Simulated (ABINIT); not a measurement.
## BaWO4 (I4_1/a): G0W0 with ABINIT, start to end

Wanted: ground state, empty states, screening and self-energy for BaWO4 (I4_1/a).

Method: PBEsol and many-body steps on it, plane waves, in ABINIT 10.8.3.

**Experimental background.**

- Gap 5.26 eV: direct gap from absorption edge with Urbach fit; optical absorption; 300 K; bulk crystal (thin cleaved platelet of Czochralski crystal, 10-30 um thick) (“Optical absorption of divalent metal tungstates: Correlation between the band-gap energy and the cation ionic radius”, 2008, arxiv:0807.2115).

## Step 1: The structure

The structure is tetragonal, space group I4_1/a (No. 88). The conventional cell has a = 5.667 Å, b = 5.667 Å, c = 12.739 Å, α = 90.00°, β = 90.00°, γ = 90.00°. Ba has 8 O at 2.76 to 2.80 Å nearest. Nearest to W lie 4 O at 1.79 Å. Nearest to O lie 1 W at 1.79 Å and 2 Ba at 2.76 to 2.80 Å. Farther neighbours and most contacts between anions are not listed.

The cell and positions are those that the Materials Project relaxed with its own functionals (PBE, PBE+U or r2SCAN), kept fixed. Spin-orbit coupling is left out unless a step names it.

## Step 2: Ground state

This step: ABINIT 10.8.3; DFT, PBEsol, plane waves, norm-conserving pseudopotentials.

The ground-state density comes first.

run.abi reads:

```
acell 3*1.0 Angstrom
rprim 
  -2.833365905000 2.833365905000 6.369266870000
  2.833365905000 -2.833365905000 6.369266870000
  2.833365905000 2.833365905000 -6.369266870000
ntypat 3
znucl 56 74 8
natom 12
typat 1 1 2 2 3 3 3 3 3 3 3 3
xred 
  0.250000000000 0.750000000000 0.500000000000
  0.500000000000 0.500000000000 -0.000000000000
  0.750000000000 0.250000000000 0.500000000000
  -0.000000000000 0.000000000000 -0.000000000000
  0.152144770000 0.046891860000 0.356239950000
  0.690651910000 0.795904820000 0.643760050000
  0.059348090000 0.454095180000 0.856239950000
  0.545904820000 0.402144770000 0.605252910000
  0.204095180000 0.847855230000 0.894747090000
  0.953108140000 0.309348090000 0.105252910000
  0.796891860000 0.940651910000 0.394747090000
  0.597855230000 0.203108140000 0.143760050000
pp_dirpath "pseudos"
pseudos "Ba.upf, W.upf, O.upf"
ecut 36
ngkpt 4 4 4
nshiftk 1
shiftk 0 0 0
kptopt 1
chksymbreak 0
nband 58
occopt 1
tolvrs 1e-08
nstep 60
prtwf 0
optforces 0
optstress 0
indata_prefix "in"
outdata_prefix "out"
tmpdata_prefix "tmp"
```

Launch:

```sh
$ OMP_NUM_THREADS=1 mpirun -n 4 abinit run.abi > log
```

Numbers of over 12 decimals in the logs are rounded to 6 here.

Log:

```text
.Version 10.8.3 of ABINIT. v10.8.2 released Aug 2026.

 Symmetries : space group I4_1/a (# 88); Bravais tI (body-center tetrag.)
================================================================================
 Values of the parameters that define the memory need of the present run
     intxc =       0    ionmov =       0      iscf =       7    lmnmax =       8
     lnmax =       8     mgfft =      80  mpssoang =       4    mqgrid =    3001
     natom =      12  nloc_mem =       1    nspden =       1   nspinor =       1
    nsppol =       1      nsym =       8    n1xccc =    2501    ntypat =       3
    occopt =       1   xclevel =       2
-    mband =          58        mffmem =           1         mkmem =           4
       mpw =       14269          nfft =      512000          nkpt =          14
================================================================================
  Rough estimation (10% accuracy) of disk space for files :
================================================================================

--------------------------------------------------------------------------------
------------- Echo of variables that govern the present computation ------------
--------------------------------------------------------------------------------
 -outvars: echo values of preprocessed input variables --------
            acell      1.8897261259E+00  1.8897261259E+00  1.8897261259E+00 Bohr

      chksymbreak           0
             ecut      3.60000000E+01 Hartree
-          fftalg         312

              ixc     -116133
              kpt      0.00000000E+00  0.00000000E+00  0.00000000E+00
                       2.50000000E-01  0.00000000E+00  0.00000000E+00
                       5.00000000E-01  0.00000000E+00  0.00000000E+00
                       2.50000000E-01  2.50000000E-01  0.00000000E+00
                       5.00000000E-01  2.50000000E-01  0.00000000E+00
                      -2.50000000E-01  2.50000000E-01  0.00000000E+00
                       2.50000000E-01  5.00000000E-01  0.00000000E+00
                       5.00000000E-01  5.00000000E-01  0.00000000E+00
                       2.50000000E-01  2.50000000E-01  2.50000000E-01
                      -2.50000000E-01  2.50000000E-01  2.50000000E-01
                       5.00000000E-01  5.00000000E-01  2.50000000E-01
[...]
kptrlatt        4    0    0      0    4    0      0    0    4
          kptrlen      4.28342846E+01
P           mkmem           4
            natom          12
            nband          58
            ngfft          80      80      80
             nkpt          14
            nstep          60
             nsym           8
           ntypat           3
              occ      2.000000  2.000000  2.000000  2.000000  2.000000  2.000000
                       2.000000  2.000000  2.000000  2.000000  2.000000  2.000000
                       2.000000  2.000000  2.000000  2.000000  2.000000  2.000000
                       2.000000  2.000000  2.000000  2.000000  2.000000  2.000000
                       2.000000  2.000000  2.000000  2.000000  2.000000  2.000000
                       2.000000  2.000000  2.000000  2.000000  2.000000  2.000000
                       2.000000  2.000000  2.000000  2.000000  2.000000  2.000000
                       2.000000  2.000000  2.000000  2.000000  2.000000  2.000000
                       0.000000  0.000000  0.000000  0.000000  0.000000  0.000000
                       0.000000  0.000000  0.000000  0.000000
        optforces           0
        optstress           0
            prtwf           0
            rprim     -2.8333659050E+00  2.8333659050E+00  6.3692668700E+00
[...]
spgroup          88

           tolvrs      1.00000000E-08

             xred      2.5000000000E-01  7.5000000000E-01  5.0000000000E-01
[...]
znucl       56.00000   74.00000    8.00000

================================================================================

 chkinp: Checking input parameters for consistency.

================================================================================
== DATASET  1 ==================================================================
-   mpi_nproc: 4, omp_nthreads: 1 (-1 if OMP is not activated)

--- !DatasetInfo
iteration_state: {dtset: 1, }
dimensions: {natom: 12, nkpt: 14, mband: 58, nsppol: 1, nspinor: 1, nspden: 1, mpw: 14269, }
cutoff_energies: {ecut:  36.0, pawecutdg:  -1.0, }
electrons: {nelect:   9.60000000E+01, charge:   0.00000000E+00, occopt:   1.00000000E+00, tsmear:   1.00000000E-02, }

 Real(R)+Recip(G) space primitive vectors, cartesian coordinates (Bohr,Bohr^-1):
 R(1)= -5.3542856  5.3542856 12.0361700  G(1)=  0.0000000  0.0933831  0.0415415
 R(2)=  5.3542856 -5.3542856 12.0361700  G(2)=  0.0933831  0.0000000  0.0415415
 R(3)=  5.3542856  5.3542856-12.0361700  G(3)=  0.0933831  0.0933831  0.0000000
 Unit cell volume ucvol=  1.3802297E+03 bohr^3
 Angles (23,13,12)=  1.35761672E+02  1.35761672E+02  6.43490105E+01 degrees

 getcut: wavevector=  0.0000  0.0000  0.0000  ngfft=  80  80  80
         ecut(hartree)=     36.000   => boxcut(ratio)=   2.08331

--- Pseudopotential description ------------------------------------------------
- Ba Generated using ONCVPSP code by D. R. Hamann
- 56.00000  10.00000  180301                  znucl, zion, pspdat
[...]
2   -1.335834
 pspatm: atomic psp has been read  and splines computed

   1.20584172E+04                                ecore*ucvol(ha*bohr**3)
--------------------------------------------------------------------------------

_setup2: Arith. and geom. avg. npw (full set) are   14238.297   14238.282

================================================================================

--- !BeginCycle
iteration_state: {dtset: 1, }
solver: {iscf: 7, nstep: 60, nline: 4, wfoptalg: 0, }
tolerances: {tolvrs: 1.00E-08, }

     iter   Etot(hartree)      deltaE(h)  residm     vres2
 ETOT  1  -338.85912009269    -3.389E+02 1.299E-01 8.647E+03
 ETOT  2  -336.53825138817     2.321E+00 4.188E-02 2.717E+04
 ETOT  3  -340.19613678739    -3.658E+00 1.880E-02 7.659E+02
 ETOT  4  -340.23811072518    -4.197E-02 8.034E-03 2.492E+02
 ETOT  5  -340.25844204871    -2.033E-02 1.076E-02 1.842E+00
 ETOT  6  -340.25856399449    -1.219E-04 4.527E-03 1.696E+00
 ETOT  7  -340.25870012714    -1.361E-04 3.236E-03 2.234E-02
 ETOT  8  -340.25870331284    -3.186E-06 3.388E-03 2.884E-03
 ETOT  9  -340.25870346800    -1.552E-07 2.587E-03 1.465E-04
 ETOT 10  -340.25870347907    -1.107E-08 8.397E-04 6.062E-07
 ETOT 11  -340.25870347913    -5.895E-11 2.886E-03 6.662E-08
 ETOT 12  -340.25870347916    -2.444E-11 6.004E-04 5.022E-09

 At SCF step   12       vres2   =  5.02E-09 < tolvrs=  1.00E-08 =>converged.

--- !ResultsGS
iteration_state: {dtset: 1, }
comment   : Summary of ground state results
lattice_vectors:
- [ -5.3542856,   5.3542856,  12.0361700, ]
- [  5.3542856,  -5.3542856,  12.0361700, ]
- [  5.3542856,   5.3542856, -12.0361700, ]
lattice_lengths: [  14.21992,   14.21992,   14.21992, ]
lattice_angles: [135.762, 135.762,  64.349, ] # degrees, (23, 13, 12)
lattice_volume:   1.3802297E+03
convergence: {deltae: -2.444E-11, res2:  5.022E-09, residm:  6.004E-04, diffor:  0.000E+00, }
etotal    :  -3.40258703E+02
entropy   :   0.00000000E+00
fermie    :   1.18662808E-01
cartesian_stress_tensor: null
pressure_GPa: null
xred      :
- [  2.5000E-01,   7.5000E-01,   5.0000E-01, Ba]
- [  5.0000E-01,   5.0000E-01,   1.0474E-17, Ba]
- [  7.5000E-01,   2.5000E-01,   5.0000E-01,  W]
- [  0.0000E+00,   0.0000E+00,   0.0000E+00,  W]
- [  1.5214E-01,   4.6892E-02,   3.5624E-01,  O]
- [  6.9065E-01,   7.9590E-01,   6.4376E-01,  O]
- [  5.9348E-02,   4.5410E-01,   8.5624E-01,  O]
- [  5.4590E-01,   4.0214E-01,   6.0525E-01,  O]
- [  2.0410E-01,   8.4786E-01,   8.9475E-01,  O]
- [  9.5311E-01,   3.0935E-01,   1.0525E-01,  O]
- [  7.9689E-01,   9.4065E-01,   3.9475E-01,  O]
- [  5.9786E-01,   2.0311E-01,   1.4376E-01,  O]
cartesian_forces: null
force_length_stats: {min: null, max: null, mean: null, }

 Integrated electronic density in atomic spheres:
 ------------------------------------------------
 Atom  Sphere_radius  Integrated_density
[...]
================================================================================

 ----iterations are completed or convergence reached----

 Mean square residual over all n,k,spin=   53.279E-07; max=  60.039E-05
 reduced coordinates (array xred) for   12 atoms
[...]
0.545904820000      0.402144770000      0.605252910000
       0.204095180000      0.847855230000      0.894747090000
       0.953108140000      0.309348090000      0.105252910000
       0.796891860000      0.940651910000      0.394747090000
       0.597855230000      0.203108140000      0.143760050000
 rms dE/dt=  0.0000E+00; max dE/dt=  0.0000E+00; dE/dt below (all hartree)
    1       0.000000000000      0.000000000000      0.000000000000
    2       0.000000000000      0.000000000000      0.000000000000
    3       0.000000000000      0.000000000000      0.000000000000
    4       0.000000000000      0.000000000000      0.000000000000
    5       0.000000000000      0.000000000000      0.000000000000
    6       0.000000000000      0.000000000000      0.000000000000
    7       0.000000000000      0.000000000000      0.000000000000
    8       0.000000000000      0.000000000000      0.000000000000
    9       0.000000000000      0.000000000000      0.000000000000
[...]
cartesian coordinates (angstrom) at end:
[...]
8      1.307578     2.122228     2.183364
    9      4.359154     0.711138     1.001270
   10     -1.525788     2.122228     7.370537
   11      1.525788     0.711138     8.552630
   12     -0.711138     1.525788     4.185903
 length scales=  1.889726125908  1.889726125908  1.889726125908 bohr
              =  1.000000000000  1.000000000000  1.000000000000 angstroms
 prteigrs : about to open file out_EIG
 Fermi (or HOMO) energy (hartree) =   0.11866   Average Vxc (hartree)=  -0.36547
 Eigenvalues (hartree) for nkpt=  14  k points:
 kpt#   1, nband= 58, wtk=  0.01563, kpt=  0.0000  0.0000  0.0000 (reduced coord)
  -2.56921   -2.56920   -1.26208   -1.26208   -1.26202   -1.26202   -1.26157   -1.26131
  -0.77585   -0.77286   -0.48223   -0.46886   -0.46394   -0.45758   -0.45758   -0.45613
  -0.45290   -0.45290   -0.23424   -0.23424   -0.23390   -0.22620   -0.22620   -0.22605
  -0.01255   -0.00848   -0.00848   -0.00484   -0.00416    0.00899    0.01316    0.01607
   0.01607    0.01729    0.02262    0.02290    0.06878    0.07433    0.07433    0.08592
   0.08745    0.08745    0.08929    0.10101    0.10101    0.10962    0.11866    0.11866
   0.29163    0.30008    0.30669    0.31290    0.31642    0.34288    0.34288    0.35803
   0.36556    0.36620
 prteigrs : prtvol=0 or 1, do not print more k-points.

--- !EnergyTerms
iteration_state     : {dtset: 1, }
comment             : Components of total free energy in Hartree
kinetic             :  1.40908995408651E+02
hartree             :  9.06522117104499E+01
xc                  : -7.89647631824050E+01
Ewald energy        : -2.13155481690300E+02
psp_core            :  8.73652933104978E+00
local_psp           : -3.00446382620393E+02
non_local_psp       :  1.20101875637916E+01
total_energy        : -3.40258703479156E+02
total_energy_eV     : -9.25891100392803E+03
band_energy         : -3.62829024760661E+01

== END DATASET(S) ==============================================================
================================================================================

 -outvars: echo values of variables after computation  --------
           etotal     -3.4025870348E+02
            nband          58
             nkpt          14
          spgroup          88
 [... the other variables as echoed above ...]

 Calculation completed.
```

Wall time 4.1 min (4 MPI ranks of Arm Neoverse V2, shared host); peak memory 0.96 GiB.

Numbers from this step:

```
total energy               : -9258.9110 eV
gap                        : 4.678 eV
k of the valence top       : 0, 0, 0
k of the conduction bottom : 0.5, 0.5, 0.5
least direct gap           : 4.707 eV
```

The gap is indirect, with the least direct gap 0.03 eV higher.

## Step 3: Empty states on the mesh, 2×2×2 mesh, 349 bands

The sums over transitions need many empty states on a uniform mesh; this step solves for them.

run.abi, as its differences from that of step 2:

```diff
@@ -25,3 +25,3 @@
 ecut 36
-ngkpt 4 4 4
+ngkpt 2 2 2
 nshiftk 1
@@ -30,9 +30,10 @@
 chksymbreak 0
-nband 58
-occopt 1
-tolvrs 1e-08
+iscf -2
+irdden 1
+istwfk *1
+nband 349
+nbdbuf 30
+tolwfr 1e-09
 nstep 60
-prtwf 0
-optforces 0
-optstress 0
+prtvol 0
 indata_prefix "in"
```

Log:

```text
.Version 10.8.3 of ABINIT. v10.8.2 released Aug 2026.

 Symmetries : space group I4_1/a (# 88); Bravais tI (body-center tetrag.)
[... echo of the input left out ...]
== DATASET  1 ==================================================================
-   mpi_nproc: 4, omp_nthreads: 1 (-1 if OMP is not activated)

--- !DatasetInfo
iteration_state: {dtset: 1, }
dimensions: {natom: 12, nkpt: 4, mband: 349, nsppol: 1, nspinor: 1, nspden: 1, mpw: 14316, }
cutoff_energies: {ecut:  36.0, pawecutdg:  -1.0, }
electrons: {nelect:   9.60000000E+01, charge:   0.00000000E+00, occopt:   1.00000000E+00, tsmear:   1.00000000E-02, }

 Real(R)+Recip(G) space primitive vectors, cartesian coordinates (Bohr,Bohr^-1):
 R(1)= -5.3542856  5.3542856 12.0361700  G(1)=  0.0000000  0.0933831  0.0415415
 R(2)=  5.3542856 -5.3542856 12.0361700  G(2)=  0.0933831  0.0000000  0.0415415
 R(3)=  5.3542856  5.3542856-12.0361700  G(3)=  0.0933831  0.0933831  0.0000000
 Unit cell volume ucvol=  1.3802297E+03 bohr^3
 Angles (23,13,12)=  1.35761672E+02  1.35761672E+02  6.43490105E+01 degrees

 getcut: wavevector=  0.0000  0.0000  0.0000  ngfft=  80  80  80
         ecut(hartree)=     36.000   => boxcut(ratio)=   2.08331

--- Pseudopotential description ------------------------------------------------
- Ba Generated using ONCVPSP code by D. R. Hamann
- 56.00000  10.00000  180301                  znucl, zion, pspdat
12 -116133 2 -1 1936                          pspcod,pspxc,lmax,lloc,mmax
     nproj     2     2     2     0
  pspatm : epsatm=   26.37418133
         --- l  ekb(1:nproj) -->
             0    6.652372    0.677024
             1    5.027722    0.408462
             2    2.543237    0.416854
 pspatm: atomic psp has been read  and splines computed

- W Generated using ONCVPSP code by D. R. Hamann
- 74.00000  14.00000  180301                  znucl, zion, pspdat
12 -116133 3 -1 1396                          pspcod,pspxc,lmax,lloc,mmax
     nproj     2     2     2     2
  pspatm : epsatm=   11.51367016
         --- l  ekb(1:nproj) -->
[...]
pspatm: atomic psp has been read  and splines computed

- O Generated using ONCVPSP code by D. R. Hamann
-  8.00000   6.00000  180301                  znucl, zion, pspdat
12 -116133 2 -1 936                           pspcod,pspxc,lmax,lloc,mmax
     nproj     2     2     1     0
  pspatm : epsatm=    6.22910120
         --- l  ekb(1:nproj) -->
[...]
2   -1.335834
 pspatm: atomic psp has been read  and splines computed

--------------------------------------------------------------------------------

================================================================================
 prteigrs : about to open file out_EIG
 Non-SCF case, kpt    1 (  0.00000  0.00000  0.00000), residuals and eigenvalues=
  2.17E-10  2.68E-10  1.23E-10  2.13E-10  5.55E-10  4.38E-10  1.07E-10  8.75E-11
[...]
-2.5692E+00 -2.5692E+00 -1.2621E+00 -1.2621E+00 -1.2620E+00 -1.2620E+00
 -1.2616E+00 -1.2613E+00 -7.7585E-01 -7.7286E-01 -4.8223E-01 -4.6886E-01
 -4.6394E-01 -4.5758E-01 -4.5758E-01 -4.5613E-01 -4.5290E-01 -4.5290E-01
[...]
2.6177E+00  2.6305E+00  2.6306E+00  2.6397E+00  2.6430E+00  2.6443E+00
  2.6469E+00  2.6543E+00  2.6588E+00  2.6667E+00  2.6704E+00  2.6857E+00
  2.6920E+00
 prteigrs : prtvol=0 or 1, do not print more k-points.

--- !ResultsGS
iteration_state: {dtset: 1, }
comment   : Summary of ground state results
lattice_vectors:
- [ -5.3542856,   5.3542856,  12.0361700, ]
- [  5.3542856,  -5.3542856,  12.0361700, ]
- [  5.3542856,   5.3542856, -12.0361700, ]
lattice_lengths: [  14.21992,   14.21992,   14.21992, ]
lattice_angles: [135.762, 135.762,  64.349, ] # degrees, (23, 13, 12)
lattice_volume:   1.3802297E+03
convergence: {deltae:  0.000E+00, res2:  0.000E+00, residm:  9.978E-10, diffor:  0.000E+00, }
etotal    :  -3.40258703E+02
entropy   :   0.00000000E+00
fermie    :   1.18662808E-01
cartesian_stress_tensor: null
pressure_GPa: null
xred      :
- [  2.5000E-01,   7.5000E-01,   5.0000E-01, Ba]
- [  5.0000E-01,   5.0000E-01,   1.0474E-17, Ba]
- [  7.5000E-01,   2.5000E-01,   5.0000E-01,  W]
- [  0.0000E+00,   0.0000E+00,   0.0000E+00,  W]
- [  1.5214E-01,   4.6892E-02,   3.5624E-01,  O]
- [  6.9065E-01,   7.9590E-01,   6.4376E-01,  O]
- [  5.9348E-02,   4.5410E-01,   8.5624E-01,  O]
[...]
- [  7.9689E-01,   9.4065E-01,   3.9475E-01,  O]
- [  5.9786E-01,   2.0311E-01,   1.4376E-01,  O]
cartesian_forces: null
force_length_stats: {min: null, max: null, mean: null, }

 Integrated electronic density in atomic spheres:
 ------------------------------------------------
 Atom  Sphere_radius  Integrated_density
[...]
================================================================================

 ----iterations are completed or convergence reached----

 Mean square residual over all n,k,spin=   48.549E-11; max=  99.783E-11
 reduced coordinates (array xred) for   12 atoms
[...]
0.796891860000      0.940651910000      0.394747090000
       0.597855230000      0.203108140000      0.143760050000

 cartesian coordinates (angstrom) at end:
    1      2.833366     0.000000     3.184633
    2      0.000000     0.000000     6.369267
    3      0.000000     2.833366     3.184633
[...]
11      1.525788     0.711138     8.552630
   12     -0.711138     1.525788     4.185903
 length scales=  1.889726125908  1.889726125908  1.889726125908 bohr
              =  1.000000000000  1.000000000000  1.000000000000 angstroms
 prteigrs : about to open file out_EIG
 Eigenvalues (hartree) for nkpt=   4  k points:
 kpt#   1, nband=349, wtk=  0.12500, kpt=  0.0000  0.0000  0.0000 (reduced coord)
[...]
2.56243    2.57588    2.57588    2.58114    2.58845    2.60824    2.61155    2.61773
   2.61775    2.63053    2.63056    2.63972    2.64304    2.64426    2.64693    2.65426
   2.65879    2.66670    2.67040    2.68565    2.69202
 prteigrs : prtvol=0 or 1, do not print more k-points.

== END DATASET(S) ==============================================================
================================================================================

 -outvars: echo values of variables after computation  --------
            nband         349
             nkpt           4
          spgroup          88
 [... the other variables as echoed above ...]

 Calculation completed.
```

Run time: 5.5 min. Hardware: 4 MPI ranks; peak memory 0.92 GiB; 22 min of CPU time.

Numbers from this step:

| Item | Value |
| --- | --- |
| gap | 4.678 eV |
| k of the valence top | 0, 0, 0 |
| k of the conduction bottom | 0.5, 0.5, 0.5 |
| least direct gap | 4.707 eV |
| k points computed | 4 |
| lowest point of the top converged band, above the valence top | 63.8749 eV |

On this mesh the gap is 4.678 eV.

(Part 1 of 2 ends here.)

[Paths, hosts, dates, memory and timing lines, banners, echoed tables and standing remarks are left out of the program output.]

[Logs are printed without paths, hosts, clocks, repeated set-up lines and the standing remarks that a program may print on its own settings, such as how far it seeks lower states.]

[Runs of the session that timed out or met a known fault of the program may be left out.]

[Hosts, paths, dates, database ids (printed as entryN), source tags and the programs' standing remarks are cut or masked in the printed files.]

[G0W0 gaps are taken among the corrected bands and points alone; a level outside them can change the order at an edge.]

[Where Ansatz stands beside ABINIT at settings called matched, ABINIT's density can come from a denser mesh and the files from another edition; pairs whose starting gaps differed by over 0.03 eV were left out, so agreement reads better than it is.]
